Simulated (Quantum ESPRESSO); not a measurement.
# KZnF3 (Pm-3m): the Zn K absorption edge, part 2 of 3

Aim: the near-edge shape at the Zn K edge of KZnF3 (Pm-3m), and what the core hole does to it.

Quantum ESPRESSO 7.5; X-ray absorption near-edge structure, plane-wave PAW PBE, one-electron final states by a Lanczos continued fraction.

So far. Step 2 (The field without a hole): The mesh shows a gap of 3.91 eV, so the hole is first treated in a charged cell, without the excited electron. Step 3 (Spectrum without a core hole, Zn atom 1): Main maxima below 30 eV (height): 10.9 eV (2.43), 18.3 eV (1.13) and 23.6 eV (1.14). A K edge sees empty p states on the absorber.

## Step 5: The atom with a core hole

Level of this step: all-electron atom with a core hole and its PAW potential, PBE, scalar-relativistic (Quantum ESPRESSO).

The frozen core must hold the hole, so the absorber gets a data set of its own.

Input file Zn.pbe-dn-kjpaw-1sch.ld1.in:

```
&input
   title='Zn', zed=30., rel=1, iswitch=3, dft='PBE',
   config='1s1 2s2 2p6 3s2 3p6 4s2 4p1 3d10'
/
&inputp
   file_pseudopw='Zn.pbe-dn-kjpaw-1sch.UPF', author='',
   lpaw=.true.,
   pseudotype=3,
   lloc=-1,
   rcloc=1.9,
   which_augfun='PSQ',
   rmatch_augfun_nc=.true.,
   nlcc=.true.,
   new_core_ps=.true.,
   rcore=1.0,
   tm=.true.,
   zval=13,
   lgipaw_reconstruction=.true., use_paw_as_gipaw=.true.
/
6
4S  1  0  2.00  0.00  1.08  2.20  0.0
4S  1  0  0.00  6.10  1.08  2.20  0.0
4P  2  1  1.00  0.00  1.08  2.20  0.0
4P  2  1  0.00  6.30  1.08  2.20  0.0
3D  3  2  10.00  0.00  1.08  1.70  0.0
3D  3  2  0.00  -0.80  1.08  1.70  0.0
```

Command:

```
$ ld1.x < Zn.pbe-dn-kjpaw-1sch.ld1.in > Zn.pbe-dn-kjpaw-1sch.ld1.out
```

Output:

```text
     [... banner and references ...]
PAW data will be used for GIPAW calculation
     --------------------------- All-electron run ----------------------------

     Zn
     scalar relativistic calculation

     atomic number is 30.00
     dft =PBE   lsd =0 sic =0 latt =0  beta=0.20 tr2=1.0E-14
     Exchange-correlation= PBE
                           (   1   4   3   4   0   0   0)
     mesh =1201 r(mesh) =  99.36527 a.u. xmin = -7.00 dx = 0.01250
     1 Ry =  13.60569312 eV, c = 137.03599908

     n l     nl                  e(Ry)          e(Ha)          e(eV)
     1 0     1S 1( 1.00)      -725.9322      -362.9661     -9876.8112
     2 0     2S 1( 2.00)       -90.7856       -45.3928     -1235.2011
     2 1     2P 1( 6.00)       -80.5606       -40.2803     -1096.0828
[...]
3 2     3D 1(10.00)        -1.4367        -0.7184       -19.5474

     final scf error:  3.3E-15 reached in  24 iterations

     Etot =   -2879.255214 Ry,   -1439.627607 Ha,  -39174.262869 eV

     Ekin =    2917.422695 Ry,    1458.711348 Ha,   39693.557899 eV
     Encl =   -7116.929438 Ry,   -3558.464719 Ha,  -96830.757914 eV
     Eh   =    1445.886972 Ry,     722.943486 Ha,   19672.294438 eV
     Exc  =    -125.635444 Ry,     -62.817722 Ha,   -1709.357292 eV

     normalization and overlap integrals

     s(1S/1S) =  1.000000  <r> =   0.0498  <r2> =    0.0033  r(max) =   0.0325
     s(1S/2S) = -0.004489
     s(1S/3S) = -0.001676
     s(1S/4S) = -0.000436
     s(2S/2S) =  1.000000  <r> =   0.2207  <r2> =    0.0575  r(max) =   0.1848
[...]
s(2P/2P) =  1.000000  <r> =   0.1913  <r2> =    0.0448  r(max) =   0.1475
     s(2P/3P) = -0.000806
     s(2P/4P) = -0.000140
     s(3S/3S) =  1.000000  <r> =   0.6600  <r2> =    0.5030  r(max) =   0.5691
[...]
Encl =   -7116.929438 Ry,   -3558.464719 Ha,  -96830.757914 eV
     Eh   =    1445.886972 Ry,     722.943486 Ha,   19672.294438 eV
     Exc  =    -125.635444 Ry,     -62.817722 Ha,   -1709.357292 eV

     normalization and overlap integrals

[...]
s(2S/4S) = -0.000253
     s(2P/2P) =  1.000000  <r> =   0.1913  <r2> =    0.0448  r(max) =   0.1475
     s(2P/3P) = -0.000806
     s(2P/4P) = -0.000140
     s(3S/3S) =  1.000000  <r> =   0.6600  <r2> =    0.5030  r(max) =   0.5691
     s(3S/4S) = -0.000149
     s(3P/3P) =  1.000000  <r> =   0.6807  <r2> =    0.5466  r(max) =   0.5691
     s(3P/4P) = -0.000088
     s(4S/4S) =  1.000000  <r> =   2.3737  <r2> =    6.5601  r(max) =   1.9132
     s(4P/4P) =  1.000000  <r> =   3.4137  <r2> =   14.1146  r(max) =   2.5505
     s(3D/3D) =  1.000000  <r> =   0.8069  <r2> =    0.8543  r(max) =   0.5346

     ------------------------ End of All-electron run ------------------------

     ---------------------- Testing the pseudopotential ----------------------

     Zn
     scalar relativistic calculation

     atomic number is 30.00   valence charge is 13.00
     dft = SLA  PW   PBX  PBC   lsd =0 sic =0 latt =0  beta=0.20 tr2=1.0E-14
     mesh =1201 r(mesh) =  99.36527 xmin = -7.00 dx = 0.01250

     n l     nl             e AE (Ry)        e PS (Ry)    De AE-PS (Ry)
     1 0     4S   1( 2.00)       -0.64329       -0.64329        0.00000
     2 1     4P   1( 1.00)       -0.19259       -0.19259        0.00000
     3 2     3D   1(10.00)       -1.43671       -1.43671        0.00000

     eps = 1.6E-18  iter =  4

     Etot =   -2879.255214 Ry,   -1439.627607 Ha,  -39174.262869 eV
     Etotps =  -252.820603 Ry,    -126.410302 Ha,   -3439.799540 eV

     Ekin =     270.130774 Ry,     135.065387 Ha,    3675.316414 eV
     Encl =    -543.072709 Ry,    -271.536354 Ha,   -7388.880621 eV
     Ehrt =     145.756771 Ry,      72.878385 Ha,    1983.121891 eV
     Ecxc =    -125.635439 Ry,     -62.817719 Ha,   -1709.357225 eV
     (Ecc =     -19.782576 Ry,      -9.891288 Ha,    -269.155657 eV)

     ---------------------- End of pseudopotential test ----------------------
```

Elapsed: 0.78 s, on 1 MPI rank of Intel Xeon 6975P-C (Granite Rapids), shared host; peak memory 0.13 GiB.

Removing the core electron and adding it to the valence shell costs the free atom 9695.0 eV.

## Step 6: Supercell with FCH, Zn atom 1

The holes are 5.7 Å apart. The excited electron is left out and a uniform background balances the charge.

Input file scf.in:

```
&control
   calculation='scf', prefix='x', pseudo_dir='../pp', outdir='tmp', tprnfor=.true.
/
&system
   ibrav=0, nat=10, ntyp=4, nbnd=46
   ecutwfc=62, ecutrho=400
   occupations='fixed'
   tot_charge=1
/
&electrons
   conv_thr=1.0e-07, electron_maxstep=120
   mixing_beta=0.5
/
ATOMIC_SPECIES
Zn0 1.0 Zn.pbe-dn-kjpaw-1sch.UPF
Zn 1.0 Zn.pbe-dn-kjpaw.UPF
K 1.0 K.pbe-spn-kjpaw.UPF
F 1.0 F.pbe-n-kjpaw.UPF
CELL_PARAMETERS angstrom
  4.05000000 0.00000000 4.05000000
  0.00000000 4.05000000 4.05000000
  -4.05000000 0.00000000 4.05000000
ATOMIC_POSITIONS crystal
Zn0  0.25000000 0.50000000 0.75000000
Zn   0.75000000 0.50000000 0.25000000
K    0.00000000 0.00000000 0.00000000
K    0.50000000 0.00000000 0.50000000
F    0.50000000 0.00000000 0.00000000
F    0.00000000 0.00000000 0.50000000
F    0.00000000 0.50000000 0.00000000
F    0.50000000 0.50000000 0.50000000
F    0.00000000 0.50000000 0.50000000
F    0.50000000 0.50000000 0.00000000
K_POINTS automatic
5 5 5 0 0 0
```

Command:

```
$ OMP_NUM_THREADS=1 mpirun --oversubscribe --bind-to none -np 4 pw.x -nk 4 -in scf.in > scf.out
```

Output:

```text
     [... banner and references ...]
[banner, memory and clock lines left out]
using ibrav=0 with symmetry is DISCOURAGED, use correct ibrav instead

     G-vector sticks info

     bravais-lattice index     =            0
     lattice parameter (alat)  =      10.8235  a.u.
     unit-cell volume          =     896.5854 (a.u.)^3
     number of atoms/cell      =           10
     number of atomic types    =            4
     number of electrons       =        84.00
     number of Kohn-Sham states=           46
     kinetic-energy cutoff     =      62.0000  Ry
     charge density cutoff     =     400.0000  Ry
     scf convergence threshold =      1.0E-07
     mixing beta               =       0.5000
     number of iterations used =            8  plain     mixing
     Exchange-correlation= SLA  PW   PBX  PBC
                           (   1   4   3   4   0   0   0)

     celldm(1)=  10.823529  celldm(2)=   0.000000  celldm(3)=   0.000000
     celldm(4)=   0.000000  celldm(5)=   0.000000  celldm(6)=   0.000000

     crystal axes: (cart. coord. in units of alat)
               a(1) = (   0.707107   0.000000   0.707107 )
               a(2) = (   0.000000   0.707107   0.707107 )
               a(3) = (  -0.707107   0.000000   0.707107 )

     reciprocal axes: (cart. coord. in units 2 pi/alat)
               b(1) = (  0.707107 -0.707107  0.707107 )
               b(2) = (  0.000000  1.414214 -0.000000 )
               b(3) = ( -0.707107 -0.707107  0.707107 )

     PseudoPot. #1 for Zn:     Pseudo is Projector augmented-wave + core cor, Zval = 13.0

     PseudoPot. #2 for Zn:     Pseudo is Projector augmented-wave + core cor, Zval = 12.0

     ../pp/K.pbe-spn-kjpaw.UPF
[...]
total energy              =   -1080.42345879 Ry
     estimated scf accuracy    <       0.00000029 Ry

     iteration #  9     ecut=    62.00 Ry     beta= 0.50
     Davidson diagonalization with overlap
     ethr =  3.48E-10,  avg # of iterations =  4.2

     End of self-consistent calculation

          k = 0.0000 0.0000 0.0000 (  7391 PWs)   bands (ev):

   -21.9901 -21.9340 -17.5318 -17.0369 -17.0369 -17.0369 -16.9221 -16.9221
    -9.2345  -9.2345  -9.2345  -9.1964  -9.1964  -5.6555  -5.6555  -5.6555
    -5.5012  -5.5012  -5.5012  -2.7896  -0.2832  -0.2832  -0.2770  -0.2770
    -0.2770   0.3350   0.3350   0.3350   2.0103   2.0103   2.0103   2.1508
     2.1508   2.1508   2.2986   2.2986   2.2986   2.7117   2.7117   2.7117
     3.3796   3.3796   6.8013  12.4432  12.4432  12.8489

     [... bands of 9 further k-points ...]

     highest occupied, lowest unoccupied level (ev):     3.3796    6.8013

!    total energy              =   -1080.42345890 Ry
     total all-electron energy =    -10080.208837 Ry
     estimated scf accuracy    <       0.00000003 Ry

     The total energy is the sum of the following terms:
     one-electron contribution =    -350.11187787 Ry
     hartree contribution      =     243.72978819 Ry
     xc contribution           =    -176.85777282 Ry
     ewald contribution        =    -447.62459252 Ry
     one-center paw contrib.   =    -349.55900387 Ry

     convergence has been achieved in   9 iterations

     Forces acting on atoms (cartesian axes, Ry/au):

     atom    1 type  1   force =     0.00000000    0.00000000    0.00000000
     atom    2 type  2   force =     0.00000000   -0.00000000    0.00000000
     atom    3 type  3   force =    -0.00000000   -0.00000000   -0.00000000
[...]
atom    9 type  4   force =    -0.00000000   -0.00000000    0.05335867
     atom   10 type  4   force =    -0.00000000    0.00000000   -0.05335867

     Total force =     0.130702     Total SCF correction =     0.000006

     XML data file, charge density, pseudopotentials, collected wavefunctions
```

Elapsed: 25 s, on 4 MPI ranks; peak memory 0.26 GiB; 99 s of CPU time.

Energy with the hole: -137148.228 eV, cores included.

## Step 7: Spectrum with FCH, Zn atom 1

The Lanczos recursion gives the spectrum without computing empty bands; each polarisation needs a run of its own on the full k mesh. xe0 is set between filled and empty states, and states below it are cut. The file of filecore holds the core orbital, taken from the hole-free data set.

Input file xspectra.in:

```
&input_xspectra
   calculation='xanes_dipole', edge='K'
   prefix='x', outdir='tmp', xiabs=1, xe0=5.0905
   xonly_plot=.false., x_save_file='xanes.sav'
   xniter=3000, xcheck_conv=20, xerror=0.005
   xcoordcrys=.false., xepsilon(1)=1, xepsilon(2)=0, xepsilon(3)=0
/
&plot
   xnepoint=413, xemin=-10, xemax=45, terminator=.true., cut_occ_states=.true.
   xgamma=0.4
/
&pseudos
   filecore='../Zn.wfc'
/
&cut_occ
   cut_desmooth=0.1, cut_stepl=0.05, cut_stepu=0.05, cut_ierror=1e-5
/
5 5 5 0 0 0
```

Command:

```
$ OMP_NUM_THREADS=1 mpirun --oversubscribe --bind-to none -np 4 xspectra.x -nk 4 -in xspectra.in > xspectra.out
```

Output:

```text
     [... banner and references ...]
Reading input_file

     calculation: xanes_dipole

     xepsilon  [cartesian coordinates]:   1.000000   0.000000   0.000000

     xonly_plot: FALSE
        => complete calculation: Lanczos + spectrum plot

     filecore (core-wavefunction file): ../Zn.wfc

     main plot parameters:
        cut_occ_states: TRUE
        gamma_mode:  constant
        -> using xgamma [eV]:  0.40
        xemin [eV]: -10.00
        xemax [eV]:  45.00
        xnepoint:  413
        xe0 [eV]:   5.090500 (energy zero read in input file)

     WARNING: variable ef_r is obsolete

                      Reading SCF save directory: x.save

     tmp/x.save/

     Exchange-correlation= PBE
                           (   1   4   3   4   0   0   0)

     G-vector sticks info

                           Getting the Fermi energy

     From SCF save directory:
        ehomo [eV]:    3.3796 (highest occupied level)
        elumo [eV]:    6.8013 (lowest occupied level)
        ef    [eV]:    3.3796

     -> ef (in eV) will be written in x_save_file

                           Energy zero of the spectrum

     -> ef will NOT be used as energy zero of the spectrum
       (because xe0 read in input file)

     G-vector sticks info

     bravais-lattice index     =            0
     lattice parameter (alat)  =      10.8235  a.u.
     unit-cell volume          =     896.5854 (a.u.)^3
     number of atoms/cell      =           10
     number of atomic types    =            4
     number of electrons       =        84.00
     number of Kohn-Sham states=           46
     kinetic-energy cutoff     =      62.0000  Ry
     charge density cutoff     =     400.0000  Ry
     Exchange-correlation= PBE
                           (   1   4   3   4   0   0   0)

     celldm(1)=  10.823529  celldm(2)=   0.000000  celldm(3)=   0.000000
     celldm(4)=   0.000000  celldm(5)=   0.000000  celldm(6)=   0.000000

     crystal axes: (cart. coord. in units of alat)
               a(1) = (   0.707107   0.000000   0.707107 )
               a(2) = (   0.000000   0.707107   0.707107 )
               a(3) = (  -0.707107   0.000000   0.707107 )

     reciprocal axes: (cart. coord. in units 2 pi/alat)
               b(1) = (  0.707107 -0.707107  0.707107 )
               b(2) = (  0.000000  1.414214 -0.000000 )
               b(3) = ( -0.707107 -0.707107  0.707107 )

     PseudoPot. #1 for Zn:     Pseudo is Projector augmented-wave + core cor, Zval = 13.0

     PseudoPot. #2 for Zn:     Pseudo is Projector augmented-wave + core cor, Zval = 12.0

     ../pp/K.pbe-spn-kjpaw.UPF
     Pseudo is Projector augmented-wave + core cor, Zval =  9.0
     Shape of augmentation charge: PSQ
     Using radial grid of 1165 points,  6 beta functions with:
                l(1) =   0
                l(2) =   0
                l(3) =   1
                l(4) =   1
                l(5) =   2
                l(6) =   2
     Q(r) pseudized with 0 coefficients

     ../pp/F.pbe-n-kjpaw.UPF
     Pseudo is Projector augmented-wave + core cor, Zval =  7.0
     Shape of augmentation charge: PSQ
     Using radial grid of 1105 points,  4 beta functions with:
                l(1) =   0
                l(2) =   0
                l(3) =   1
                l(4) =   1
     Q(r) pseudized with 0 coefficients

     atomic species   valence    mass     pseudopotential
     Zn0              13.00     1.00000     Zn( 1.00)
     Zn               12.00     1.00000     Zn( 1.00)
     K                 9.00     1.00000     K ( 1.00)
     F                 7.00     1.00000     F ( 1.00)

     48 Sym. Ops., with inversion, found

   Cartesian axes

     site n.     atom                  positions (alat units)
         1        Zn0    tau(   1) = (  -0.3535534   0.3535534   1.0606602  )
         2        Zn     tau(   2) = (   0.3535534   0.3535534   1.0606602  )
         3        K      tau(   3) = (   0.0000000   0.0000000   0.0000000  )
         4        K      tau(   4) = (   0.0000000   0.0000000   0.7071068  )
[...]
7        F      tau(   7) = (   0.0000000   0.3535534   0.3535534  )
         8        F      tau(   8) = (   0.0000000   0.3535534   1.0606602  )
         9        F      tau(   9) = (  -0.3535534   0.3535534   0.7071068  )
        10        F      tau(  10) = (   0.3535534   0.3535534   0.7071068  )

     number of k points=   125

     Number of k-points >= 100: set verbosity='high' to print them.

     Dense  grid:   121125 G-vectors     FFT dimensions: (  72,  72,  72)

     Smooth grid:    58887 G-vectors     FFT dimensions: (  60,  60,  60)

     The potential is recalculated from file :
     tmp/x.save/charge-density

     Starting wfcs are   58 atomic wfcs
     Checking if some PAW data can be deallocated...

               Reading core wavefunction file for the absorbing atom

     ../Zn.wfc successfully read

                              Attributing the PAW radii
                     for the absorbing atom [units: Bohr radius]

        PAW proj 1: r_paw(l= 0)= 3.30  (1.5*r_cut)
        PAW proj 2: r_paw(l= 0)= 3.30  (1.5*r_cut)
        PAW proj 3: r_paw(l= 1)= 3.30  (1.5*r_cut)
        PAW proj 4: r_paw(l= 1)= 3.30  (1.5*r_cut)
        PAW proj 5: r_paw(l= 2)= 2.55  (1.5*r_cut)
        PAW proj 6: r_paw(l= 2)= 2.55  (1.5*r_cut)

        NB: The calculation will not necessary use all these r_paw values.
            - For a edge in the electric-dipole approximation,
              only the r_paw(l=1) values are used.
            - For a K edge in the electric-quadrupole approximation,
              only the r_paw(l=2) values are used.

            - For a L2 or L3 edge in the electric-quadrupole approximation,

              all projectors (s, p and d) are used.

                          Starting XANES calculation
                     in the electric dipole approximation

     Method of calculation based on the Lanczos recursion algorithm
        - STEP 1: Construction of a kpoint-dependent Lanczos basis,
          in which the Hamiltonian is tridiagonal (each 'iter'
          corresponds to the calculation of one more Lanczos vector)
        - STEP 2: Calculation of the cross-section as a continued fraction
          averaged over the k-points.

     ... Begin STEP 1 ...

        Radial transition matrix element(s) used in the calculation of the
        initial vector of the Lanczos basis (|tilde{phi}_abs> normalized)
        | For PAW proj. (l=1) #1: radial matrix element =   0.003291595
        | For PAW proj. (l=1) #2: radial matrix element =   0.006463622

NB: the    32 k-point are not all listed below because npool=  4
        |-------------------------------------------------------------
        ! k-point #     1:  ( 0.0000,  0.0000,  0.0000),  0.0160,   1
        |-------------------------------------------------------------
 okvan= T
        |   Norm of the initial Lanczos vector: 0.48234754E-02
        |   Estimated error at iter     20:   1.01048939
        |   Estimated error at iter     40:   0.63652944
        |   Estimated error at iter     60:   0.86829498
        |   Estimated error at iter     80:   0.15933677
        |   Estimated error at iter    100:   0.20226548
        !   => CONVERGED at iter    120 with error=  0.00089210
        |-------------------------------------------------------------
        ! k-point #     2:  (-0.1414, -0.1414,  0.1414),  0.0160,   1
        |-------------------------------------------------------------
 okvan= T
        |   Norm of the initial Lanczos vector: 0.48234794E-02
[...]
!   => CONVERGED at iter    540 with error=  0.00115806
        |-------------------------------------------------------------
     [... 29 further k-points ...]
        ! k-point #    32:  ( 0.0000,  0.0000,  0.2828),  0.0160,   1
        |-------------------------------------------------------------
 okvan= T
        |   Norm of the initial Lanczos vector: 0.48234862E-02
[...]
|   Estimated error at iter    220:   0.06758692
        |   Estimated error at iter    240:   0.02807536
        |   Estimated error at iter    260:   0.00805236
        !   => CONVERGED at iter    280 with error=  0.00459975

     Results of STEP 1 successfully written in x_save_file
     x_save_file name:
     ->  xanes.sav
     x_save_file version:  2

     ... End STEP 1 ...

     ... Begin STEP 2 ...

     The spectrum is calculated using the following parameters:
        xe0 [eV]:    5.0905
        the occupied states are elimintate from the spectrum
        xemin [eV]: -10.00
        xemax [eV]:  45.00
        xnepoint:  413
        constant broadening parameter [eV]:    0.400
        Core level energy [eV]:  -9659.
         (from electron binding energy of neutral atoms in X-ray data booklet)

     Cross-section successfully written in xanes.dat

     ... End STEP 2 ...

                                END JOB XSpectra
```

The job ended after 73 s (4 MPI ranks; peak memory 0.21 GiB; 4.8 min of CPU time).

(Continued in part 3 of 3.)

[Banner, clock and machine lines of the logs are left out without a mark of their own.]

[Logs are printed without paths, hosts, clocks, repeated set-up lines and the standing remarks that a program may print on its own settings, such as how far it seeks lower states.]

[Hosts, paths, dates, database ids (printed as entryN), source tags and the programs' standing remarks are cut or masked in the printed files.]

[Lists of maxima count a maximum above −3 eV only where it reaches 4 % of the highest in the window and stands out from its surroundings by 2 % of it (1.5 % where it reaches 55 %); shoulders and weaker maxima are passed over, and of the rest the first, up to two pre-edge ones and the few strongest are named.]
